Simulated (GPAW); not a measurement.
## Al K-edge XANES of La3AlC (Pm-3m)

Aim: the near-edge shape at the Al K edge of La3AlC (Pm-3m), and what the core hole does to it.

Main program and level: GPAW 26.7.0; X-ray absorption from dipole matrix elements to empty bands, plane-wave PAW LDA, without spin-orbit coupling.

### Step 1. Set-up

The structure is cubic, space group Pm-3m (No. 221). Conventional cell: a = 5.205 Å, b = 5.205 Å, c = 5.205 Å, α = 90.00°, β = 90.00°, γ = 90.00°. Nearest to La lie 2 C at 2.60 Å and 4 Al at 3.68 Å and 8 La at 3.68 Å. Al has 12 La at 3.68 Å nearest. C has 6 La at 2.60 Å nearest. Farther neighbours are not listed.

As a file:

```xyz
5
Lattice="5.2051 0.0000 0.0000 0.0000 5.2051 0.0000 0.0000 0.0000 5.2051" Properties=species:S:1:pos:R:3 pbc="T T T"
La    0.0000    2.6026    2.6026
La    2.6026    0.0000    2.6026
La    2.6026    2.6026    0.0000
Al    0.0000    0.0000    0.0000
C     2.6026    2.6026    2.6026
```

### Step 2. The field without a hole

A plain self-consistent run shows whether there is a gap, which decides the set-up of the core-hole run.

Input file scf.py:

```python
import numpy as np
from ase import Atoms
from ase.parallel import parprint, paropen
from gpaw import GPAW, PW, FermiDirac, Mixer, MixerDif, setup_paths
from gpaw.test import gen
setup_paths.insert(0, '.')
gen('Al', name='nch1s', xcname='LDA', corehole=(1, 0, 0), write_xml=True)
from gpaw.mpi import world
world.barrier()

atoms = Atoms('La3AlC',
    cell=[[5.205131, 0, 0],
     [0, 5.205131, 0],
     [0, 0, 5.205131]],
    scaled_positions=[[0, 0.5, 0.5],
     [0.5, 0, 0.5],
     [0.5, 0.5, 0],
     [0, 0, 0],
     [0.5, 0.5, 0.5]],
    pbc=True)
atoms.calc = calc = GPAW(legacy_gpaw=True, mode=PW(430, force_complex_dtype=True), xc='LDA', setups={3: 'nch1s'},
    kpts={'size': (5, 5, 5), 'gamma': True}, occupations=FermiDirac(0.05),
    charge=0, mixer=Mixer(0.1, 5, 50), maxiter=150,
    convergence={'density': 0.0001, 'eigenstates': 1e-6}, txt='scf.txt')
energy = atoms.get_potential_energy() + calc.get_reference_energy()
ef = calc.get_fermi_level()
out = dict(energy=energy, fermi=ef, forces=atoms.get_forces().tolist())
parprint(f'all-electron energy {energy:.4f} eV, Fermi level {ef:.4f} eV')
ev = np.array([[calc.get_eigenvalues(k, s) for k in range(len(calc.get_ibz_k_points()))] for s in range(calc.get_number_of_spins())])
out['homo'], out['lumo'], out['counts'] = ev[ev < ef].max(), ev[ev > ef].min(), sorted(set((ev < ef).sum((0, 2)).tolist()))
out['filled'] = (ev[:, 0] < ef).sum(1).tolist()
import json
with paropen('out.json', 'w') as f:
    json.dump(out, f)
```

Run with:

```console
$ OMP_NUM_THREADS=1 mpirun -n 4 gpaw python scf.py
```

Numbers of over 12 decimals in the logs are rounded to 6 here.

The log of the run:

```text
Input parameters:
  convergence: {density: 0.0001,
                eigenstates: 1e-06}
  kpts: {gamma: True,
         size: (5, 5, 5)}
  maxiter: 150
  mixer: {backend: pulay,
          beta: 0.1,
          method: separate,
          nmaxold: 5,
          weight: 50}
  mode: {ecut: 430.0,
         force_complex_dtype: True,
         name: pw}
  occupations: {fixmagmom: False,
                name: fermi-dirac,
                width: 0.05}
  setups: {3: nch1s}

Initialize ...

[... PAW data sets ...]

Reference energy: -700413.092585  # eV

Spin-paired calculation

[... convergence settings ...]
Symmetries present (total): 48
  [... symmetry matrices ...]

125 k-points: 5 x 5 x 5 Monkhorst-Pack grid
10 k-points in the irreducible part of the Brillouin zone
       k-points in crystal coordinates                weights
   0:     0.00000000    0.00000000    0.00000000          1/125
   1:     0.20000000    0.00000000    0.00000000          6/125
   2:     0.20000000    0.20000000    0.00000000         12/125
   3:     0.20000000    0.20000000    0.20000000          8/125
   4:     0.40000000    0.00000000    0.00000000          6/125
   5:     0.40000000    0.20000000    0.00000000         24/125
   6:     0.40000000    0.20000000    0.20000000         24/125
   7:     0.40000000    0.40000000    0.00000000         12/125
   8:     0.40000000    0.40000000    0.20000000         24/125
   9:     0.40000000    0.40000000    0.40000000          8/125

Wave functions: Plane wave expansion
  Cutoff energy: 430.000 eV
  Number of coefficients (min, max): 2839, 2897
  Pulay-stress correction: 0.000000 eV/Ang^3 (de/decut=0.000000)
  Using FFTW library
  Wavefunction extrapolation:
    Improved wavefunction reuse through dual PAW basis

Occupation numbers: Fermi-Dirac:
  width: 0.0500  # eV

Eigensolver
   Davidson(niter=2)

Densities:
  Coarse grid: 25*25*25 grid
  Fine grid: 50*50*50 grid
  Total Charge: 0.000000

Density mixing:
  Method: separate
  Backend: pulay
  Linear mixing parameter: 0.1
  old densities: 5
  Width of damping distribution: 1.1
  Damping of long wavelength oscillations: 50

[... Hamiltonian set-up ...]
Number of atoms: 5
Number of atomic orbitals: 68
Number of bands in calculation: 28
Number of valence electrons: 40
Bands to converge: occupied

... initialized

Initializing position-dependent things.

Density initialized from atomic densities
Creating initial wave functions:
  28 bands from LCAO basis set

Positions:
   0 La     0.000000    2.602565    2.602565    ( 0.0000,  0.0000,  0.0000)
   1 La     2.602565    0.000000    2.602565    ( 0.0000,  0.0000,  0.0000)
   2 La     2.602565    2.602565    0.000000    ( 0.0000,  0.0000,  0.0000)
   3 Al     0.000000    0.000000    0.000000    ( 0.0000,  0.0000,  0.0000)
   4 C      2.602565    2.602565    2.602565    ( 0.0000,  0.0000,  0.0000)

Unit cell:
           periodic     x           y           z      points  spacing
  1. axis:    yes    5.205131    0.000000    0.000000    25     0.2082
  2. axis:    yes    0.000000    5.205131    0.000000    25     0.2082
  3. axis:    yes    0.000000    0.000000    5.205131    25     0.2082

  Lengths:   5.205131   5.205131   5.205131
  Angles:   90.000000  90.000000  90.000000

Effective grid spacing dv^(1/3) = 0.2082

iter:   1   -34.898456
iter:   2   -32.267454   -0.01  -0.96
iter:   3   -31.324637   +0.33  -1.05
iter:   4   -31.613980   -0.08  -1.33
iter:   5   -32.257321   -0.18  -1.23
iter:   6   -31.442514   +0.12  -1.24
iter:   7   -31.066918   -0.76  -1.51
iter:   8   -31.048968   -0.93  -2.01
iter:   9   -31.048266c  -1.51  -2.03
iter:  10   -31.042818c  -1.35  -2.34
iter:  11   -31.043563c  -1.97  -2.52
iter:  12   -31.054474c  -1.70  -2.55
iter:  13   -31.044243c  -2.41  -2.24
iter:  14   -31.042968c  -2.34  -2.71
iter:  15   -31.043319c  -2.72  -2.92
[...]
iter:  19   -31.043243c  -4.16  -3.77
iter:  20   -31.043245c  -4.37  -3.84
iter:  21   -31.043250c  -4.54  -3.91
iter:  22   -31.043256c  -4.75  -4.11c
iter:  23   -31.043260c  -4.85  -4.20c
iter:  24   -31.043261c  -5.12  -4.56c
iter:  25   -31.043261c  -5.32  -4.72c
iter:  26   -31.043262c  -5.52  -4.86c
iter:  27   -31.043262c  -5.71  -4.98c
iter:  28   -31.043262c  -5.89  -5.03c
iter:  29   -31.043262c  -6.05c -5.10c

Converged after 29 iterations.

Dipole moment: (-0.000000, 0.000000, 0.000000) |e|*Ang

Energy contributions relative to reference atoms: (reference = -700413.092585)

Kinetic:        +37.260510
Potential:      -27.926538
External:        +0.000000
XC:             -38.671060
Entropy (-ST):   -0.036880
Local:           -1.687733
SIC:             +0.000000
--------------------------
Free energy:    -31.061702
Extrapolated:   -31.043262

Showing only first 2 kpts
 Kpt  Band  Eigenvalues  Occupancy
  0    18      7.60848    1.99991
  0    19      8.18224    0.35943
  0    20      8.18226    0.35929
  0    21      8.18226    0.35929

  1    18      7.71552    1.99919
  1    19      7.80047    1.99560
  1    20      8.20234    0.25562
  1    21      8.20236    0.25554

Fermi level: 8.10632

No gap
No difference between direct/indirect transitions

Forces in eV/Ang:
  0 La    0.00000   -0.00000    0.00000
  1 La    0.00000    0.00000    0.00000
  2 La    0.00000    0.00000    0.00000
  3 Al    0.00000    0.00000    0.00000
  4 C    -0.00000   -0.00000   -0.00000
Scalar-relativistic atomic LDA calculation for Al (Aluminium, Z=13)
Core hole in 1s state (1s occupation: 2.0)
450 radial gridpoints.
|------------------------------------------------|
|------------------------------------------------|
[... the atom generator's iteration count ...]

Energy contributions:
-------------------------
Kinetic:     +241.907748
XC:           -17.475820
Potential:   -466.184455
-------------------------
Total:       -241.752526

state      eigenvalue         ekin         rmax
-----------------------------------------------
1s^2.0 :   -55.275624    79.068605        0.079
2s^2.0 :    -3.950529    10.716381        0.498
2p^6.0 :    -2.562254     9.904148        0.428
3s^2.0 :    -0.287726     1.129441        2.062
3p^1.0 :    -0.102289     0.654006        2.636
-----------------------------------------------
(units: Bohr and Hartree)

Generating PAW setup
Kinetic energy of the core from tauc = 239.438228
Cutoffs:
rc(s)=2.050
rc(p)=2.050
rc(d)=2.050
rc(vbar)=1.845
rc(comp)=2.050
rc(nct)=2.050

Kinetic energy of the core states: 238.994859
Charge: 0.0
Core electrons: 10.0
Valence electrons: 3.0
Pseudo-core charge: 0.393537
Shape function alpha=2.380
Pseudo-electron charge 3.499916
state    eigenvalue         norm
--------------------------------
3s(2) :    -0.287726     1.053448
*s    :     0.712274
3p(1) :    -0.102289     0.999482
*p    :     0.897711
*d    :     0.000000
--------------------------------

Diagonalizing with gridspacing h=0.050

state   all-electron     PAW
-------------------------------
3s:      -0.287726    -0.287811
3p:      -0.102289    -0.102345
*d:                    0.027274
*f:                    0.064816
-------------------------------
all-electron energy -700444.1358 eV, Fermi level 8.1063 eV
```

Run time: 10 s. Hardware: 4 MPI ranks of Intel Xeon Platinum 8488C (Sapphire Rapids), shared host; peak memory 0.2 GiB; 40 s of CPU time.

The mesh shows no gap, so the system is treated as a metal and the core electron is put at the Fermi level (neutral cell).

### Step 3. Spectrum without a core hole, Al atom 4

Without a hole the spectrum is the empty density of states of the right symmetry on the absorber, weighted by matrix elements. It needs only the small cell and serves as the baseline. The data set with a hole of occupation 0 only carries the core orbital.

The absorber has 12 La at 3.68 Å (cuboctahedral, site symmetry m-3m).

Input file xas.py:

```python
import numpy as np
from ase import Atoms
from ase.parallel import parprint, paropen
from gpaw import GPAW, PW, FermiDirac, Mixer, MixerDif, setup_paths
from gpaw.test import gen
setup_paths.insert(0, '.')
gen('Al', name='nch1s', xcname='LDA', corehole=(1, 0, 0), write_xml=True)
from gpaw.mpi import world
world.barrier()

atoms = Atoms('La3AlC',
    cell=[[5.205131, 0, 0],
     [0, 5.205131, 0],
     [0, 0, 5.205131]],
    scaled_positions=[[0, 0.5, 0.5],
     [0.5, 0, 0.5],
     [0.5, 0.5, 0],
     [0, 0, 0],
     [0.5, 0.5, 0.5]],
    pbc=True)
atoms.calc = calc = GPAW(legacy_gpaw=True, mode=PW(430, force_complex_dtype=True), xc='LDA', setups={3: 'nch1s'},
    kpts={'size': (7, 7, 7), 'gamma': True}, occupations=FermiDirac(0.1),
    charge=0, mixer=Mixer(0.1, 5, 50), maxiter=150,
    convergence={'density': 0.0001, 'eigenstates': 1e-6}, txt='scf.txt')
energy = atoms.get_potential_energy() + calc.get_reference_energy()
ef = calc.get_fermi_level()
out = dict(energy=energy, fermi=ef, forces=atoms.get_forces().tolist())
parprint(f'all-electron energy {energy:.4f} eV, Fermi level {ef:.4f} eV')
ev = np.array([[calc.get_eigenvalues(k, s) for k in range(len(calc.get_ibz_k_points()))] for s in range(calc.get_number_of_spins())])
out['homo'], out['lumo'], out['counts'] = ev[ev < ef].max(), ev[ev > ef].min(), sorted(set((ev < ef).sum((0, 2)).tolist()))
out['filled'] = (ev[:, 0] < ef).sum(1).tolist()

from ase.units import Ha
from gpaw.xas import dipole_matrix_elements
nb = int(calc.get_number_of_electrons() / 2) + 102
top, nb = nb, nb + 8 + nb // 12
nscf = calc.fixed_density(kpts={'size': (5, 5, 5), 'gamma': True}, nbands=nb,
    convergence={'bands': top, 'eigenstates': 5e-3}, maxiter=60, txt='nscf.txt')
cell = atoms.cell.array
ops = [cell.T @ U.T @ np.linalg.inv(cell.T) for U in nscf.wfs.kd.symmetry.op_scc]
E = np.arange(-25, 34, 0.1)
fwhm = np.interp(E, [4, 25], [0.9, 3.5])
Y, X, zero, highest = 0, 0, 1e9, 1e9
for spin in range(nscf.get_number_of_spins()):
    wfs = nscf.wfs
    mine = wfs.bd.get_slice()  # this rank's bands
    A = dipole_matrix_elements(wfs.setups[3])
    eps = np.zeros((wfs.kd.nibzkpts, nb))
    d = np.zeros((3, A.shape[1], wfs.kd.nibzkpts, nb), complex)
    for kpt in wfs.kpt_u:
        if kpt.s == spin and 3 in kpt.P_ani:
            eps[kpt.k, mine] = kpt.eps_n * Ha
            d[:, :, kpt.k, mine] = (kpt.weight * wfs.nspins / 2) ** 0.5 * np.inner(A, kpt.P_ani[3])
    world.sum(eps)
    world.sum(d)
    T = np.einsum('amkn,bmkn->abkn', d, d.conj()).real
    T = sum(np.einsum('ai,ijkn,bj->abkn', R, T, R) for R in ops) / len(ops)
    empty = eps > ef
    zero, highest = min(zero, eps[empty].min()), min(highest, eps[:, top - 1].min())
    lines = [(eps, T, empty)] if spin == 0 else lines + [(eps, T, empty)]
for eps, T, empty in lines:
    f = np.einsum('aakn->akn', T).reshape(3, -1)
    x = eps.ravel() - zero
    w = np.interp(x, E, fwhm) / 2.35482
    g = np.exp(-0.5 * ((E[:, None] - x) / w) ** 2) / (w * (2 * np.pi) ** 0.5)
    Y = Y + (f * empty.ravel()) @ g.T
    X = X + (f * ~empty.ravel()) @ g.T
out.update(E=E.round(2).tolist(), xas=Y.tolist(), xes=X.tolist(), zero=zero, valid=highest - zero, nk=len(eps), nb=nb)
for i in range(0, len(E), 10):
    parprint(f'{E[i]:7.2f}', *(f'{v:10.3e}' for v in Y[:, i]))
import json
with paropen('out.json', 'w') as f:
    json.dump(out, f)
```

Run with:

```console
$ OMP_NUM_THREADS=1 mpirun -n 4 gpaw python xas.py
```

The log of the run:

```text
Input parameters:
  convergence: {density: 0.0001,
                eigenstates: 1e-06}
  kpts: {gamma: True,
         size: (7, 7, 7)}
  maxiter: 150
  mixer: {backend: pulay,
          beta: 0.1,
          method: separate,
          nmaxold: 5,
          weight: 50}
  mode: {ecut: 430.0,
         force_complex_dtype: True,
         name: pw}
  occupations: {fixmagmom: False,
                name: fermi-dirac,
[...]
*p    :     0.897711
*d    :     0.000000
--------------------------------

Diagonalizing with gridspacing h=0.050

state   all-electron     PAW
-------------------------------
3s:      -0.287726    -0.287811
3p:      -0.102289    -0.102345
*d:                    0.027274
*f:                    0.064816
-------------------------------
all-electron energy -700444.1284 eV, Fermi level 8.1177 eV
[...]
32.00  4.679e-06  4.679e-06  4.679e-06
  33.00  5.368e-06  5.368e-06  5.368e-06
[key lines of the parts left out:]
Converged after 32 iterations.
Dipole moment: (0.000000, 0.000000, 0.000000) |e|*Ang
Free energy:    -31.102179
Fermi level: 8.11775
```

Elapsed: 25 s, on 4 MPI ranks; peak memory 0.28 GiB; 98 s of CPU time.

The Al K spectrum, Al atom 4, no core hole (energy from the lowest empty level; intensity scaled to a mean of 1 over the first 20 eV):

| E (eV) | intensity |
| --- | --- |
| -2.0 | 0.00 |
| -1.4 | 0.00 |
| -0.8 | 0.03 |
| -0.2 | 0.24 |
| 0.4 | 0.34 |
| 1.0 | 0.62 |
| 1.6 | 0.51 |
| 2.2 | 0.34 |
| 2.8 | 0.35 |
| 3.4 | 0.32 |
| 4.0 | 0.50 |
| 4.6 | 0.63 |
| 5.2 | 1.85 |
| 5.8 | 2.84 |
| 6.4 | 2.17 |
| 7.0 | 1.68 |
| 7.6 | 1.46 |
| 8.2 | 1.33 |
| 8.8 | 1.43 |
| 9.4 | 1.30 |
| 10.0 | 1.14 |
| 10.6 | 1.16 |
| 11.2 | 1.07 |
| 11.8 | 0.78 |
| 12.4 | 0.54 |
| 13.0 | 0.43 |
| 13.6 | 0.38 |
| 14.2 | 0.38 |
| 14.8 | 0.46 |
| 15.4 | 0.61 |
| 16.0 | 0.79 |
| 16.6 | 0.99 |
| 17.2 | 1.20 |
| 17.8 | 1.36 |
| 18.4 | 1.42 |
| 19.0 | 1.37 |
| 19.6 | 1.29 |
| 20.2 | 1.24 |
| 20.8 | 1.21 |
| 21.4 | 1.19 |
| 22.0 | 1.16 |
| 22.6 | 1.11 |
| 23.2 | 1.08 |
| 23.8 | 1.05 |
| 24.4 | 1.03 |
| 25.0 | 0.99 |
| 25.6 | 0.94 |
| 26.2 | 0.88 |
| 26.8 | 0.83 |
| 27.4 | 0.79 |
| 28.0 | 0.76 |
| 28.6 | 0.72 |
| 29.2 | 0.68 |
| 29.8 | 0.64 |

Main maxima below 24 eV (height): 1.2 eV (0.65), 5.8 eV (2.84), 8.9 eV (1.43) and 18.4 eV (1.42). A K edge sees empty p states on the absorber.

The same matrix elements for filled bands give the Al K emission of Al atom 4 (ground-state approximation; energy from the lowest empty level, largest value 1):

| E (eV) | emission |
| --- | --- |
| -24.00 | 0.00 |
| -23.25 | 0.00 |
| -22.50 | 0.00 |
| -21.75 | 0.00 |
| -21.00 | 0.00 |
| -20.25 | 0.00 |
| -19.50 | 0.00 |
| -18.75 | 0.00 |
| -18.00 | 0.00 |
| -17.25 | 0.00 |
| -16.50 | 0.00 |
| -15.75 | 0.00 |
| -15.00 | 0.00 |
| -14.25 | 0.00 |
| -13.50 | 0.00 |
| -12.75 | 0.00 |
| -12.00 | 0.00 |
| -11.25 | 0.00 |
| -10.50 | 0.00 |
| -9.75 | 0.00 |
| -9.00 | 0.00 |
| -8.25 | 0.00 |
| -7.50 | 0.00 |
| -6.75 | 0.00 |
| -6.00 | 0.00 |
| -5.25 | 0.00 |
| -4.50 | 0.00 |
| -3.75 | 0.00 |
| -3.00 | 0.01 |
| -2.25 | 0.10 |
| -1.50 | 0.42 |
| -0.75 | 0.99 |
| 0.00 | 0.38 |
| 0.75 | 0.01 |
| 1.50 | 0.00 |
| 2.25 | 0.00 |
| 3.00 | 0.00 |

Emission maxima: -0.8 eV (1.00).

### Step 4. Supercell without a hole, the energy reference

The photon energy needs a difference of total energies, so the cell and mesh of the coming hole run are first run without a hole.

scf.py: that of step 2 with these lines changed.

```diff
@@ -10,14 +10,19 @@
 
-atoms = Atoms('La3AlC',
-    cell=[[5.205131, 0, 0],
-     [0, 5.205131, 0],
-     [0, 0, 5.205131]],
-    scaled_positions=[[0, 0.5, 0.5],
-     [0.5, 0, 0.5],
+atoms = Atoms('La6Al2C2',
+    cell=[[5.205131, 0, 5.205131],
+     [0, 5.205131, 5.205131],
+     [-5.205131, 0, 5.205131]],
+    scaled_positions=[[0, 0.5, 0],
+     [0.5, 0.5, 0.5],
+     [0.5, 0, 0],
+     [0, 0, 0.5],
+     [0, 0.5, 0.5],
      [0.5, 0.5, 0],
      [0, 0, 0],
-     [0.5, 0.5, 0.5]],
+     [0.5, 0, 0.5],
+     [0.25, 0.5, 0.75],
+     [0.75, 0.5, 0.25]],
     pbc=True)
-atoms.calc = calc = GPAW(legacy_gpaw=True, mode=PW(430, force_complex_dtype=True), xc='LDA', setups={3: 'nch1s'},
-    kpts={'size': (5, 5, 5), 'gamma': True}, occupations=FermiDirac(0.05),
+atoms.calc = calc = GPAW(legacy_gpaw=True, mode=PW(430, force_complex_dtype=True), xc='LDA', setups={6: 'nch1s'},
+    kpts={'size': (4, 4, 4), 'gamma': True}, occupations=FermiDirac(0.1),
     charge=0, mixer=Mixer(0.1, 5, 50), maxiter=150,
```

Run with:

```console
$ OMP_NUM_THREADS=1 mpirun -n 4 gpaw python scf.py
```

The log of the run:

```text
Input parameters:
  convergence: {density: 0.0001,
                eigenstates: 1e-06}
  kpts: {gamma: True,
         size: (4, 4, 4)}
  maxiter: 150
  mixer: {backend: pulay,
          beta: 0.1,
          method: separate,
          nmaxold: 5,
          weight: 50}
  mode: {ecut: 430.0,
         force_complex_dtype: True,
         name: pw}
  occupations: {fixmagmom: False,
                name: fermi-dirac,
[...]
3s(2) :    -0.287726     1.053448
*s    :     0.712274
3p(1) :    -0.102289     0.999482
*p    :     0.897711
*d    :     0.000000
--------------------------------

Diagonalizing with gridspacing h=0.050

state   all-electron     PAW
-------------------------------
3s:      -0.287726    -0.287811
3p:      -0.102289    -0.102345
*d:                    0.027274
*f:                    0.064816
-------------------------------
all-electron energy -1400888.2556 eV, Fermi level 8.1235 eV
[key lines of the parts left out:]
Converged after 32 iterations.
Dipole moment: (0.000000, 0.000000, -0.000000) |e|*Ang
Free energy:    -62.205015
Fermi level: 8.12347
```

Elapsed: 34 s, on 4 MPI ranks; peak memory 0.34 GiB.

Reference energy: -1400888.256 eV with the cores included.

(Part 1 of 3 ends here.)

[Banner, clock and machine lines of the logs are left out without a mark of their own.]

[Logs are printed without paths, hosts, clocks, repeated set-up lines and the standing remarks that a program may print on its own settings, such as how far it seeks lower states.]

[Hosts, paths, dates, database ids (printed as entryN), source tags and the programs' standing remarks are cut or masked in the printed files.]

[Lists of maxima count a maximum above −3 eV only where it reaches 4 % of the highest in the window and stands out from its surroundings by 2 % of it (1.5 % where it reaches 55 %); shoulders and weaker maxima are passed over, and of the rest the first, up to two pre-edge ones and the few strongest are named.]
